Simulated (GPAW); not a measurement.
# Collinear magnetic orders of NiO with GPAW, part 2 of 2

Wanted: the moments of NiO and the energy of each order that was tried.

GPAW 26.7.0; LDA with U = 4.8 eV on Ni d; plane waves with GPAW's PAW setups, scalar-relativistic.

So far, largest spin moment in the augmentation sphere (μB): step 2 (start 1: ferro +) 1.74; step 3 (order 2, typed as antiferro q=(0,1/2,1/2) +-) 1.76.

## Step 4: Start 3: antiferro q=(0,0,1/2) +-

Another pattern of signs weighs the neighbour shells otherwise.

The cell is doubled to 4 atoms to hold this order. Its mesh is chosen so that both cells sample the same points.

The input, order3.py:

```python
import json
import numpy as np
from ase import Atoms
from ase.parallel import paropen, parprint
from gpaw import GPAW

atoms = Atoms(['Ni', 'Ni', 'O', 'O'],
    cell=[[0.0, 2.08590164, 2.08590164],
         [2.08590164, 0.0, 2.08590164],
         [4.17180328, 4.17180328, 0.0]],
    scaled_positions=[[0.0, 0.0, 0.0],
         [0.0, 0.0, 0.5],
         [0.5, 0.5, 0.25],
         [0.5, 0.5, 0.75]],
    pbc=True,
    magmoms=[2.0, -2.0, 0.0, 0.0])
atoms.calc = GPAW(mode={'name': 'pw', 'ecut': 840.0},
    xc='LDA',
    kpts={'size': (8, 8, 4), 'gamma': True},
    occupations={'name': 'marzari-vanderbilt', 'width': 0.1},
    convergence={'density': 1e-05, 'energy': 1e-05},
    maxiter=200,
    setups={'Ni': ':d,4.8'},
    txt='order3.txt')
e = atoms.get_potential_energy(force_consistent=True)
res = {'free_energy': e, 'energy_sigma0': atoms.get_potential_energy(), 'fermi_energy': atoms.calc.get_fermi_level()}
res['moments'] = atoms.get_magnetic_moments().tolist()
res['total'] = atoms.get_magnetic_moment()
parprint('site moments (muB):', np.round(res['moments'], 3))
parprint(f"total moment: {res['total']:.3f} muB")
parprint(f'free energy: {e:.6f} eV')
atoms.calc.write('order3.gpw')
with paropen('results.json', 'w') as f:
    json.dump(res, f)
```

The run is started by

```sh
OMP_NUM_THREADS=1 python3 order3.py > order3.log
```

Log:

```text
site moments (muB): [ 1.648 -1.648 -0.    -0.   ]
total moment: -0.000 muB
free energy: -28.871702 eV

--- order3.txt ---
Input parameters:
  mode=PW(ecut=840.0),
  convergence={'density': 1e-05, 'energy': 1e-05},
  kpts=MonkhorstPack(size=(8, 8, 4), gamma=True),
  maxiter=200,
  occupations=Occupations(name='marzari-vanderbilt', width=0.1),
  setups={'Ni': ':d,4.8'},
  xc=XC(name='LDA')

Diagonalizing LCAO Hamiltonian
[...]
|         28 |        21.459 |     0.000 |        21.459 |     0.000 |
|         29 |        25.815 |     0.000 |        25.815 |     0.000 |
|         30 |        25.817 |     0.000 |        25.817 |     0.000 |

Gap: 2.979 eV
Transition (v -> c):
  (s=1, k=2, n=21, [0.00, 0.00, 0.50]) -> (s=1, k=30, n=22, [0.25, 0.25, 0.00])
Direct/indirect transitions are different
Direct gap: 3.452 eV
Transition at: (s=1, k=6, n=21, [0.12, 0.00, -0.25])


[key lines of the parts left out:]
Free energy:     -28.871702
Converged in 12 steps
dipole moment: (-16.870916, -16.870916, -16.870918)  # |e|*Ang
Fermi level: 6.378
```

Elapsed: 3.2 min, on 1 MPI rank of Arm Neoverse V1, shared host; peak memory 0.36 GiB.

Spin moment in the augmentation sphere by atom:

```
atom  spin moment in the augmentation sphere (μB)
 Ni1                                         1.65
 Ni2                                        -1.65
  O3                                         0.00
  O4                                         0.00
```

This step gave:

| Property | Result |
| --- | --- |
| magnetization | 0 μB |
| final state | antiferromagnetic |

It lies 133 meV a seeded atom under the first start, and its largest moment is 1.65 μB against 1.74 μB.

## Step 5: Order 4, typed as no spin polarisation

This run holds no moments, which gives a state to set the others against.

The input, nospin.py:

```python
import json
import numpy as np
from ase import Atoms
from ase.parallel import paropen, parprint
from gpaw import GPAW

atoms = Atoms(['Ni', 'O'],
    cell=[[0.0, 2.08590164, 2.08590164],
         [2.08590164, 0.0, 2.08590164],
         [2.08590164, 2.08590164, 0.0]],
    scaled_positions=[[0.0, 0.0, 0.0],
         [0.5, 0.5, 0.5]],
    pbc=True)
atoms.calc = GPAW(mode={'name': 'pw', 'ecut': 840.0},
    xc='LDA',
    kpts={'size': (8, 8, 8), 'gamma': True},
    occupations={'name': 'marzari-vanderbilt', 'width': 0.1},
    convergence={'density': 1e-05, 'energy': 1e-05},
    maxiter=200,
    setups={'Ni': ':d,4.8'},
    txt='nospin.txt')
e = atoms.get_potential_energy(force_consistent=True)
res = {'free_energy': e, 'energy_sigma0': atoms.get_potential_energy(), 'fermi_energy': atoms.calc.get_fermi_level()}
parprint(f'free energy: {e:.6f} eV')
atoms.calc.write('nospin.gpw')
with paropen('results.json', 'w') as f:
    json.dump(res, f)
```

The run is started by

```sh
OMP_NUM_THREADS=1 python3 nospin.py > nospin.log
```

Log:

```text
free energy: -12.792165 eV

--- nospin.txt ---
Input parameters:
  mode=PW(ecut=840.0),
  convergence={'density': 1e-05, 'energy': 1e-05},
  kpts=MonkhorstPack(size=(8, 8, 8), gamma=True),
  maxiter=200,
  occupations=Occupations(name='marzari-vanderbilt', width=0.1),
  setups={'Ni': ':d,4.8'},
  xc=XC(name='LDA')

Diagonalizing LCAO Hamiltonian
Converting LCAO to pw mode

              O

       Ni

[...]
|          0 |       -54.725 |     2.000 |
|        ... |               |           |
|          4 |         4.074 |     2.000 |
|          5 |         4.074 |     2.000 |
|          6 |         4.074 |     2.000 |
|          7 |         4.305 |     2.000 |
[...]
|         12 |         9.174 |     0.000 |
|         13 |        25.939 |     0.000 |
|         14 |        25.939 |     0.000 |
|         15 |        25.939 |     0.000 |

No gap
No difference between direct/indirect transitions


[key lines of the parts left out:]
Free energy:     -12.792165
Converged in 11 steps
dipole moment: (-8.307007, -8.307007, -8.307007)  # |e|*Ang
Fermi level: 7.500
```

It took 11 s on 1 MPI rank; peak memory 0.15 GiB.

Numbers from this step:

```yaml
final_state: non-magnetic (no spin polarisation)
```

It lies 1511 meV a seeded atom over the first start.

## Step 6: Energies of the orders

These are free energies at a smearing of 0.1 eV, so its entropy term is in the differences. They are divided by the number of seeded atoms, so that cells of unlike size compare. Wavevectors q in the names are fractions of the reciprocal vectors of the first run's cell.

Orders:

| start | final state | typed order kept | energy over the lowest (meV a seeded atom) | largest site moment (μB) | net moment (μB a primitive cell) | mesh matched | CPU time (s) |
| --- | --- | --- | --- | --- | --- | --- | --- |
| ferro + | ferromagnetic | yes | 132.6 | 1.741 | 2 | yes | 18.52 |
| antiferro q=(0,1/2,1/2) +- | antiferromagnetic | yes | 149.8 | 1.757 | 0 | yes | 596.9 |
| antiferro q=(0,0,1/2) +- | antiferromagnetic | yes | 0 | 1.648 | 0 | yes | 194.2 |
| no spin polarisation | non-magnetic | - | 1644 | 0 | 0 | yes | 10.65 |

## Step 7: Summary of results

| Quantity | Value |
| --- | --- |
| lowest state found | antiferromagnetic (typed antiferro q=(0,0,1/2) +-) |
| largest site moment | 1.65 μB |
| next state | ferromagnetic, 133 meV a seeded atom higher |
| run without spin seeds, over the lowest | 1644 meV a seeded atom |

**Reading.** The lowest state found is antiferromagnetic, reached from the start antiferro q=(0,0,1/2) +-, with moments up to 1.65 μB. The next state costs 133 meV a seeded atom. Under a U a spinless open shell is left with part-filled orbitals, which the U penalises, so its energy is no clean measure of what the moments gain. This is the lowest of 4 finished starts, no proof of the ground state. The smearing is not Fermi–Dirac, so its width is no temperature.

[Logs and program files are shortened in this print: banners, set-up blocks, solver, clock and traceback lines can be left out without a mark of their own.]

[Logs are printed without paths, hosts, clocks, repeated set-up lines and the standing remarks that a program may print on its own settings, such as how far it seeks lower states.]

[Hosts, paths, dates, database ids (printed as entryN), source tags and the programs' standing remarks are cut or masked in the printed files.]

[Where a cell is said to come from a database of computed structures, the database is the Materials Project.]

[Lattice constants of own cells that a recipe calls measured were typed without a cited source.]
